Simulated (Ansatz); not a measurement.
Consider LaBiS2O (P4/nmm).

```xyz
10
Lattice="4.0646 0.0000 0.0000 0.0000 4.0646 0.0000 0.0000 0.0000 13.8614" Properties=species:S:1:pos:R:3 pbc="T T T"
La    2.0323    0.0000    8.1678
La    0.0000    2.0323    5.6936
Bi    0.0000    2.0323   12.0602
Bi    2.0323    0.0000    1.8012
S     2.0323    0.0000   12.3149
S     0.0000    2.0323    1.5465
S     0.0000    2.0323    9.5779
S     2.0323    0.0000    4.2835
O     0.0000    0.0000    6.9307
O     2.0323    2.0323    6.9307
```

Geometry: measured lattice cell, ions relaxed with r2SCAN; the structure entry is the Materials Project's. The runs that relaxed it are not among those shown. Spin-orbit coupling is left out unless a run names it.

Gaps computed with Ansatz 0.2.0 without a self-energy: r2SCAN 1.11 eV, r2SCAN+SOC 0.57 eV and HSE06 1.34 eV. The mean ε∞ by r2SCAN perturbation theory is 11.48.

Question: Estimate the G0W0@r2SCAN gap with 4×4×2 mesh, 955 empty bands, screening to 150 eV, PAW set soft_1 files.

About 1.35 eV: on its mesh the run moves the gap from 1.14 eV by +0.24 eV, and the mesh misses the edges by 0.03 eV. Among the scalar-relativistic levels given, HSE06 is nearest (−0.01 eV). One-shot corrections scale roughly with one over ε∞, here 0.09. Spin-orbit coupling is not in that value; its −0.54 eV at the r2SCAN level would bring it to about 0.81 eV. Bands and cutoff are finite, so the gap is not at the basis limit. The miss can reach some tenths of an eV and take either sign; the mesh is an error of its own. The 4×4×2 mesh is coarse for this cell (its supercell is 16 Å along the shortest edge). The RPA ε∞ on it, from the r2SCAN start, is 6.35 and 19.34; such meshes misread the long-range screening, most where the gap is narrow. Where an edge is built on 6p states of lead, bismuth or thallium, scalar-relativistic gaps usually stand too wide, by a few tenths to over one eV. Empty 4f levels lie among the conduction bands. Their place in the start is unsure; it enters the screening, and the edge itself where they lie low. The many-body steps are scalar-relativistic: spin-orbit coupling is not in them.

[Paths, hosts, dates, memory and timing lines, banners, echoed tables and standing remarks are left out of the program output.]

[Logs are printed without paths, hosts, clocks, repeated set-up lines and the standing remarks that a program may print on its own settings, such as how far it seeks lower states.]

[Runs of the session that timed out or met a known fault of the program may be left out.]

[Cells called generated may have been cut or substituted from an entry of the Crystallography Open Database or the Materials Project.]

[Hosts, paths, dates, database ids (printed as entryN), source tags and the programs' standing remarks are cut or masked in the printed files.]
